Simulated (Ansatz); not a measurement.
## Mg3TlN (built on the sites of a database entry of Ca3TlN): from the cell to its phonons

Task: relax Mg3TlN (built on the sites of a database entry of Ca3TlN), then find its harmonic phonons.

Calculated with Ansatz 0.2.0; DFT LDA, scalar-relativistic, plane waves, PAW.

Most raw output is cut from this account.

The structure was built from a prototype and need not be the compound's stable phase.

## (1) Starting point

It takes space group Pm-3m (No. 221, cubic). Conventional cell: a = 4.319 Å, b = 4.319 Å, c = 4.319 Å, α = 90.00°, β = 90.00°, γ = 90.00°. Nearest to Mg lie 2 N at 2.16 Å. Nearest to Tl lie 12 Mg at 3.05 Å. Nearest to N lie 6 Mg at 2.16 Å. Farther neighbours and most contacts between anions are not listed.

## (2) Bringing the structure to rest

The cell and atoms are relaxed, since residual forces and stress would shift the frequencies.

Input file input.yaml:

```yaml
crystal:
  lattice:
    - [4.31897, 0.0, 0.0]
    - [0.0, 4.31897, 0.0]
    - [0.0, 0.0, 4.31897]
  atoms:
    - { symbol: Mg, position: [0.5, 0.5, 0.0] }
    - { symbol: Mg, position: [0.5, 0.0, 0.5] }
    - { symbol: Mg, position: [0.0, 0.5, 0.5] }
    - { symbol: Tl, position: [0.0, 0.0, 0.0] }
    - { symbol: "N", position: [0.5, 0.5, 0.5] }
kpoints:
  mp_grid: { grid: [8, 8, 8] }
hamiltonian:
  xc: lda
scf:
  occupations: { method: gaussian, width: 0.1 }
output:
  forces: true
  stress: true
  eigenvalues: true
  write_density: true
  write_potential: true
  elf: true
  volumetric_format: npy
relax:
  adjacent_minimum: "off"
  f_tol: 0.005
  max_steps: 80
  cell: { stress_tol: 0.05 }
```

Started as:

```bash
$ ansatz run input.yaml --threads 8 --pin off --max-ram 14336MiB --backend cpu --events-out ev --progress --plain --runs-dir out
```

It took 2.8 s on 8 threads of Arm Neoverse V2, shared host; peak memory 0.47 GiB; 18 s of CPU time.

The steps of the relaxation:

| step | energy less that of the first step (eV) | largest force component (eV/Å) | pressure (GPa) | volume (Å³) |
| --- | --- | --- | --- | --- |
| 1 | 0.0000 | 0.0000 | -0.86 | 80.56 |
| 2 | -0.0030 | 0.0000 | -0.17 | 79.86 |
| 3 | -0.0032 | 0.0000 | 0.00 | 79.69 |
| 4* | -0.0024 | 0.0000 | -0.01 | 79.69 |

Relaxation steps marked * repeat the geometry before them on a plane-wave basis chosen anew for their cell, so energy and pressure can jump there.

The run keeps the 48 symmetry operations that it works with, so distortions that break them were not tested.

```
conventional cell, symmetrised  before  after  change
                         a (Å)   4.319  4.303  -0.4 %
                         b (Å)   4.319  4.303  -0.4 %
                         c (Å)   4.319  4.303  -0.4 %
              volume (Å³/atom)   16.11  15.94  -1.1 %
```

Final coordinates:

```xyz
5
Lattice="4.3033 0.0000 0.0000 0.0000 4.3033 0.0000 0.0000 0.0000 4.3033" Properties=species:S:1:pos:R:3 pbc="T T T"
Mg    2.1516    2.1516    0.0000
Mg    2.1516    0.0000    2.1516
Mg    0.0000    2.1516    2.1516
Tl    0.0000    0.0000    0.0000
N     2.1516    2.1516    2.1516
```

This step gave:

* pressure: -0.01187 GPa
* volume per atom: 15.94 Å³
* gap on the k-mesh: 0 eV

ELF in the ac plane at fractional y = 0.500, with atoms of Mg and N within 0.2 Å of it. It is the smooth field of the valence electrons, not physical close to the nuclei.

Values, 14 rows by 14 columns, each cell a mean:
```
0.41 0.39 0.34 0.16 0.06 0.31 0.38 0.33 0.39 0.20 0.07 0.23 0.37 0.40
0.38 0.36 0.31 0.18 0.06 0.13 0.28 0.32 0.24 0.08 0.09 0.24 0.33 0.37
0.23 0.24 0.23 0.21 0.19 0.15 0.13 0.14 0.13 0.16 0.20 0.22 0.24 0.23
0.07 0.07 0.12 0.25 0.41 0.54 0.60 0.60 0.58 0.50 0.35 0.20 0.09 0.07
0.25 0.15 0.06 0.27 0.60 0.77 0.81 0.82 0.81 0.72 0.50 0.16 0.08 0.20
0.38 0.37 0.14 0.27 0.72 0.80 0.67 0.55 0.73 0.81 0.58 0.13 0.24 0.39
0.23 0.37 0.21 0.26 0.75 0.77 0.40 0.14 0.55 0.82 0.60 0.14 0.32 0.33
0.33 0.38 0.17 0.27 0.73 0.79 0.58 0.40 0.67 0.81 0.60 0.13 0.28 0.38
0.36 0.26 0.08 0.28 0.66 0.80 0.79 0.77 0.80 0.77 0.54 0.15 0.13 0.31
0.08 0.06 0.09 0.26 0.48 0.66 0.73 0.75 0.72 0.60 0.41 0.19 0.06 0.06
0.15 0.17 0.19 0.23 0.26 0.28 0.27 0.26 0.27 0.27 0.25 0.21 0.18 0.16
0.34 0.33 0.28 0.19 0.09 0.08 0.17 0.21 0.14 0.06 0.12 0.23 0.31 0.34
0.40 0.39 0.33 0.17 0.06 0.26 0.38 0.37 0.37 0.15 0.07 0.24 0.36 0.39
0.41 0.40 0.34 0.15 0.08 0.36 0.33 0.23 0.38 0.25 0.07 0.23 0.38 0.41
```
Columns run along a (4.3 Å), rows up along c (4.3 Å). Atoms in or near the plane, at fractional coordinates: Mg at (0.50, 0.00), Mg at (0.00, 0.50), N at (0.50, 0.50).

Valence density in the ac plane at fractional y = 0.500, with atoms of Mg and N within 0.2 Å of it. It is the smooth field of the valence electrons, not physical close to the nuclei.

Values in e/Å³, 14 rows by 14 columns, each cell a mean:
```
 0  0  0  0  0  2 11 17  7  1  0  0  0  0
 0  0  0  0  0  1  2  4  2  0  0  0  0  0
 0  0  0  0  0  0  0  0  0  0  0  0  0  0
 0  0  0  0  0  0  0  0  0  0  0  0  0  0
 1  0  0  0  0  1  1  1  1  0  0  0  0  1
12  5  1  0  1  1  2  3  2  1  0  0  2  7
26 12  1  0  1  2  3  4  3  1  0  0  4 17
17  7  1  0  1  2  3  3  2  1  0  0  2 11
 4  2  0  0  0  1  2  2  1  1  0  0  1  2
 0  0  0  0  0  0  1  1  1  0  0  0  0  0
 0  0  0  0  0  0  0  0  0  0  0  0  0  0
 0  0  0  0  0  0  1  1  1  0  0  0  0  0
 0  0  0  0  0  2  7 12  5  0  0  0  0  0
 0  0  0  0  0  4 17 26 12  1  0  0  0  0
```
Columns run along a (4.3 Å), rows up along c (4.3 Å). Atoms in or near the plane, at fractional coordinates: Mg at (0.50, 0.00), Mg at (0.00, 0.50), N at (0.50, 0.50).

Electrostatic potential energy in the ac plane at fractional y = 0.500, with atoms of Mg and N within 0.2 Å of it. With pseudopotentials it is smooth inside the atoms' cores, unlike the true potential.

Ten even steps from '0' (-73 eV) to '9' (12 eV), each cell a mean:
```
99998510379999
99999755689999
99999988899999
89999999999999
67899988899987
14799743589863
01699621389850
03799732489851
46899876799975
88999999999998
99999999999999
99999876789999
99998631479999
99998400168999
```
Columns run along a (4.3 Å; values clipped at the 3rd and 97th percentile), rows up along c (4.3 Å). Atoms in or near the plane, at fractional coordinates: Mg at (0.50, 0.00), Mg at (0.00, 0.50), N at (0.50, 0.50).

In this step the volume went from 16.11 to 15.94 Å³/atom.

## (3) Relaxing to small forces for the phonons

Phonons need a cell at rest on their own settings, so the relaxation is repeated with tight tolerances on forces and stress, using the mesh and the filling of the phonon run that follows.

Input file input.yaml:

```yaml
crystal:
  lattice:
    - [4.3032996637, 0.0, 0.0]
    - [0.0, 4.3032996637, 0.0]
    - [0.0, 0.0, 4.3032996637]
  atoms:
    - { symbol: Mg, position: [0.5, 0.5, 0.0] }
    - { symbol: Mg, position: [0.5, 0.0, 0.5] }
    - { symbol: Mg, position: [0.0, 0.5, 0.5] }
    - { symbol: Tl, position: [0.0, 0.0, 0.0] }
    - { symbol: "N", position: [0.5, 0.5, 0.5] }
kpoints:
  mp_grid: { grid: [8, 8, 8] }
hamiltonian:
  xc: lda
scf:
  occupations: { method: methfessel_paxton, width: 0.15 }
output:
  forces: true
  stress: true
  eigenvalues: true
relax:
  adjacent_minimum: "off"
  f_tol: 0.001
  max_steps: 60
  cell: { stress_tol: 0.01 }
```

Wall time 1.9 s (8 threads); peak memory 0.46 GiB; 12 s of CPU time.

Little changed from the start: no atom moved by 0.005 Å and no cell edge by 0.1 %.

Numbers from this step:

```yaml
pressure: -0.003037 GPa
```

The forces vanish by symmetry and the pressure is -0.003 GPa, within the tolerances set. The cell now holds 15.94 Å³/atom.

## (4) Modes at Γ

The zone centre comes first: it holds the modes that light can see, as far as symmetry allows. No field response is asked, since the mesh shows no gap.

input.yaml, the sections that differ from step 3:

```yaml
crystal:
  lattice:
    - [4.3030868595, 0.0, 0.0]
    - [0.0, 4.3030868595, 0.0]
    - [0.0, 0.0, 4.3030868595]
  atoms:
    - { symbol: Mg, position: [0.5, 0.5, 0.0] }
    - { symbol: Mg, position: [0.5, 0.0, 0.5] }
    - { symbol: Mg, position: [0.0, 0.5, 0.5] }
    - { symbol: Tl, position: [0.0, 0.0, 0.0] }
    - { symbol: "N", position: [0.5, 0.5, 0.5] }
output:
  eigenvalues: true
phonons:
  method: dfpt
# kpoints, hamiltonian, scf: as in step 3
# relax: removed
```

Elapsed: 17 s, on 8 threads; peak memory 1.1 GiB; 2.1 min of CPU time.

This step gave:

- sum-rule residual before enforcement: 1.72e-5 eV/Å²
- point group: m-3m
- highest optical mode at the zone centre (no LO-TO term): 448.6 cm⁻¹
- lowest optical zone-centre mode: 134.4 cm⁻¹

Patterns of degenerate modes are one choice out of their space. The modes at Γ (shares of kinetic energy by element, %):

```
mode  frequency (cm⁻¹)  symmetry  Mg %  Tl %  N %
   1               0.0  acoustic    25    70    5
   2               0.0  acoustic    25    70    5
   3               0.0  acoustic    25    70    5
   4             134.4       T1u    59    29   12
   5             134.4       T1u    59    29   12
   6             134.4       T1u    59    29   12
   7             204.3       T2u   100     0    0
   8             204.3       T2u   100     0    0
   9             204.3       T2u   100     0    0
  10             298.3       T1u    84     0   16
  11             298.3       T1u    84     0   16
  12             298.3       T1u    84     0   16
  13             448.6       T1u    33     0   67
  14             448.6       T1u    33     0   67
  15             448.6       T1u    33     0   67
```

Displacements in mode 6 (134.4 cm⁻¹), the largest set to 1:
```
Mg1  0.15 -0.59 -1.00
Mg2  0.15 -0.79 -0.75
Mg3  0.20 -0.59 -0.75
Tl4 -0.07  0.28  0.35
N5   0.17 -0.67 -0.85
```

Displacements in mode 15 (448.6 cm⁻¹), the largest set to 1:
```
Mg1  0.00  0.00 -0.53
Mg2  0.00 -0.14  0.01
Mg3  0.00  0.00  0.01
Tl4  0.00  0.00 -0.01
N5   0.00  0.27  1.00
```

Before it was imposed, the acoustic sum rule was missed by 1.7e-5 eV/Å². Small misses are needed for a sound result but don't prove that mesh and cutoff are converged. The lowest optical mode is real, 134 cm⁻¹.

## (5) Response at finite wavevector

Stability and thermal properties need the whole zone. Linear response on a 2×2×2 q mesh gives force constants as far as a supercell of that size would.

input.yaml: that of step 4 with these lines changed.

```diff
@@ -21 +21,8 @@
   method: dfpt
+  qmesh: [2, 2, 2]
+  temperatures: { t_max: 1000, t_step: 50 }
+  qpath:
+    path:
+      - [[0.0, 0.0, 0.0], [0.0, 0.5, 0.0], [0.5, 0.5, 0.0], [0.0, 0.0, 0.0], [0.5, 0.5, 0.5], [0.0, 0.5, 0.0]]
+      - [[0.5, 0.5, 0.5], [0.5, 0.5, 0.0]]
+    npoints: 10
```

Run time: 79 s. Hardware: 8 threads; peak memory 1 GiB; 10 min of CPU time.

Numbers from this step:

| Item | Value |
| --- | --- |
| sum-rule residual before enforcement | 2.22e-5 eV/Å² |
| lowest frequency on the path | 0 cm⁻¹ |
| highest frequency on the path or at a solved wavevector | 457 cm⁻¹ |
| mean frequency | 233.1 cm⁻¹ |
| Debye temperature (second moment) | 488 K |
| logarithmic mean frequency | 196.3 cm⁻¹ |
| lowest mode on the q mesh (acoustic modes at Γ apart) | 67.03 cm⁻¹ |
| zero-point energy per atom | 43.36 meV |
| heat capacity at 300 K | 22.05 J/(mol atoms K) |
| vibrational entropy at 300 K | 27.99 J/(mol atoms K) |
| edges of the widest gap between branches, on path and mesh | 82.7, 130.3 cm⁻¹ |

Frequencies (cm⁻¹) solved at each irreducible wavevector; negative means imaginary. Frequencies by wavevector, by row:

```csv
q in reciprocal lattice units,star,mode 1,mode 2,mode 3,mode 4,mode 13,mode 14,mode 15
0 0 0,1,0,0,0,134.4,448.6,448.6,448.6
0 0 -0.5,3,68.9,68.9,82.7,156.7,389.5,447.3,447.3
0 -0.5 -0.5,3,67,67,77.7,130.3,388.4,388.4,457
-0.5 -0.5 -0.5,1,72.8,72.8,72.8,135.8,382.7,382.7,423.4
```

Interpolated from a 2×2×2 q mesh, rough between the solved points. Phonon branches along the path, in cm⁻¹:

```csv
point,branch 1,branch 2,branch 3,branch 4,branch 12,branch 13,branch 14,branch 15
Γ,0,0,0,134,298,449,449,449
halfway,52,52,66,146,295,427,448,448
X,69,69,83,157,320,390,447,447
halfway,67,73,73,160,329,389,426,452
M,67,67,78,130,358,388,388,457
halfway,52,64,76,162,303,421,431,450
Γ,0,0,0,134,298,449,449,449
halfway,62,62,78,156,316,422,422,439
R,73,73,73,136,383,383,383,423
halfway,71,71,72,156,344,387,422,439
X,69,69,83,157,320,390,447,447
jump to R,73,73,73,136,383,383,383,423
halfway,70,70,75,133,376,386,386,439
M,67,67,78,130,358,388,388,457
```

Tetrahedra on a 14×14×14 mesh, mean over bins of 5 cm-1. Interpolated from a 2×2×2 q mesh, rough between the solved points. The phonon density of states by wavenumber; read off at these points:

wavenumber (cm⁻¹), phonon density of states (1/cm⁻¹/cell) and a bar:
```
        2      0.000 
       18      0.001 
       32      0.004 #
       48      0.014 ##
       68      0.153 #########################
       72      0.180 ##############################
       82      0.003 
       98      0.000 
      112      0.000 
      128      0.000 
      142      0.036 ######
      158      0.108 ##################
      178      0.034 ######
      182      0.063 ##########
      192      0.050 ########
      208      0.054 #########
      222      0.046 ########
      238      0.045 #######
      252      0.063 ###########
      268      0.127 #####################
      282      0.013 ##
      302      0.015 ##
      318      0.018 ###
      332      0.014 ##
      348      0.010 ##
      362      0.006 #
      378      0.002 
      392      0.054 #########
      412      0.027 #####
      428      0.032 #####
      442      0.063 ###########
      448      0.116 ###################
      458      0.003
```

The partial phonon density of states has structure finer than the step of the table below, so its rows give means over 10 cm⁻¹, whole bins alone (the curve runs from -10 to 480 cm⁻¹). Peaks (cm⁻¹: height): Mg 159.6: 0.0799, 205.9: 0.0543, 264.5: 0.104, 446.4: 0.0292; N 264.5: 0.00982, 390.9: 0.0445, 415.6: 0.0271, 446.4: 0.0574; Tl 70.2: 0.158.

Phonopy on the run's constants, 13x13x13 mesh, Gaussian sigma 3.5 cm-1. Interpolated from a 2×2×2 q mesh, rough between the solved points. The partial phonon density of states by wavenumber; means over each step; values in 1/cm⁻¹/cell:

| wavenumber (cm⁻¹) | Mg | N | Tl |
| --- | --- | --- | --- |
| 0 | 2.7e-5 | 5.9e-6 | 7.7e-5 |
| 10 | 3.4e-5 | 4.4e-6 | 1.0e-4 |
| 20 | 3.1e-4 | 6.0e-5 | 0.00101 |
| 30 | 6.0e-4 | 1.0e-4 | 0.00232 |
| 40 | 0.00125 | 2.0e-4 | 0.00609 |
| 50 | 0.00226 | 3.1e-4 | 0.0164 |
| 60 | 0.00399 | 4.2e-4 | 0.0577 |
| 70 | 0.00417 | 3.5e-4 | 0.140 |
| 80 | 8.9e-4 | 8.0e-5 | 0.0601 |
| 90 | 1.2e-5 | 6.0e-7 | 0.00135 |
| 100 | 0 | 0 | 0 |
| 110 | 0 | 0 | 0 |
| 120 | 9.0e-5 | 0 | 1.2e-6 |
| 130 | 0.00587 | 1.0e-4 | 2.5e-4 |
| 140 | 0.0272 | 0.00105 | 0.00191 |
| 150 | 0.0532 | 0.00295 | 0.00336 |
| 160 | 0.0729 | 0.00424 | 0.00342 |
| 170 | 0.0436 | 0.00221 | 0.00132 |
| 180 | 0.0416 | 0.00148 | 6.4e-4 |
| 190 | 0.0458 | 0.00130 | 5.6e-4 |
| 200 | 0.0426 | 9.5e-4 | 3.6e-4 |
| 210 | 0.0475 | 0.00106 | 5.1e-4 |
| 220 | 0.0441 | 0.00135 | 6.1e-4 |
| 230 | 0.0384 | 0.00183 | 4.7e-4 |
| 240 | 0.0452 | 0.00404 | 3.7e-4 |
| 250 | 0.0551 | 0.00614 | 2.9e-4 |
| 260 | 0.0796 | 0.00792 | 3.5e-4 |
| 270 | 0.0685 | 0.00703 | 3.2e-4 |
| 280 | 0.0184 | 0.00281 | 1.0e-4 |
| 290 | 0.00972 | 0.00212 | 2.5e-5 |
| 300 | 0.0139 | 0.00383 | 1.6e-5 |
| 310 | 0.0114 | 0.00337 | 1.4e-6 |
| 320 | 0.0136 | 0.00346 | 0 |
| 330 | 0.0111 | 0.00350 | 0 |
| 340 | 0.00813 | 0.00328 | 0 |
| 350 | 0.00629 | 0.00297 | 0 |
| 360 | 0.00412 | 0.00257 | 0 |
| 370 | 0.00186 | 0.00229 | 0 |
| 380 | 6.9e-4 | 0.00805 | 6.8e-6 |
| 390 | 0.00221 | 0.0375 | 3.8e-5 |
| 400 | 0.00485 | 0.0298 | 2.9e-5 |
| 410 | 0.00537 | 0.0204 | 1.8e-5 |
| 420 | 0.00756 | 0.0203 | 1.5e-5 |
| 430 | 0.0129 | 0.0240 | 1.0e-5 |
| 440 | 0.0207 | 0.0384 | 1.6e-5 |
| 450 | 0.0205 | 0.0412 | 1.2e-5 |
| 460 | 0.00225 | 0.00489 | 3.5e-7 |
| 470 | 6.0e-6 | 1.7e-5 | 0 |

Harmonic thermodynamic functions per atom, from the density of states. Interpolated from a 2×2×2 q mesh, rough between the solved points. Thermodynamic functions, by row:

| T (K) | F_vib (meV/atom) | S (J/mol-atom/K) | C_V (J/mol-atom/K) |
| --- | --- | --- | --- |
| 0 | 43.36 | 0 | 0 |
| 50 | 42.9 | 2.834 | 5.179 |
| 100 | 39.97 | 8.58 | 11.94 |
| 200 | 25.19 | 19.55 | 19.33 |
| 300 | 0.35 | 27.99 | 22.05 |
| 400 | -32.17 | 34.51 | 23.22 |
| 500 | -70.75 | 39.76 | 23.81 |
| 600 | -114.3 | 44.14 | 24.14 |
| 700 | -162 | 47.88 | 24.35 |
| 800 | -213.4 | 51.14 | 24.49 |
| 900 | -267.9 | 54.03 | 24.58 |
| 1000 | -325.3 | 56.62 | 24.65 |

Harmonic mean-square displacement, third of the trace. Interpolated from a 2×2×2 q mesh, rough between the solved points. Mean square displacements, by row:

```
T (K)  Mg1 U_eq (Å²)  Mg2 U_eq (Å²)  Mg3 U_eq (Å²)  Tl4 U_eq (Å²)  N5 U_eq (Å²)
    0        0.00331        0.00331        0.00331        0.00121       0.00347
  100         0.0041         0.0041         0.0041        0.00284       0.00387
  300        0.00863        0.00863        0.00863        0.00799       0.00641
  600        0.01645        0.01645        0.01645        0.01589       0.01147
```

Symmetry leaves 4 wavevectors to solve. The lowest mode among them, the acoustic zeros apart, lies at q = (0, -0.5, -0.5) and is real, 67.0 cm⁻¹.

## (6) Another isotope, element Mg, natural mass 24.305 amu

An isotope changes the mass and not the force constants, so no new electronic calculation is needed; the shifts show which modes move this element.

(Part 1 of 2 ends here.)

[Logs are printed without paths, hosts, clocks, repeated set-up lines and the standing remarks that a program may print on its own settings, such as how far it seeks lower states.]

[Hosts, paths, dates, database ids (printed as entryN), source tags and the programs' standing remarks are cut or masked in the printed files.]
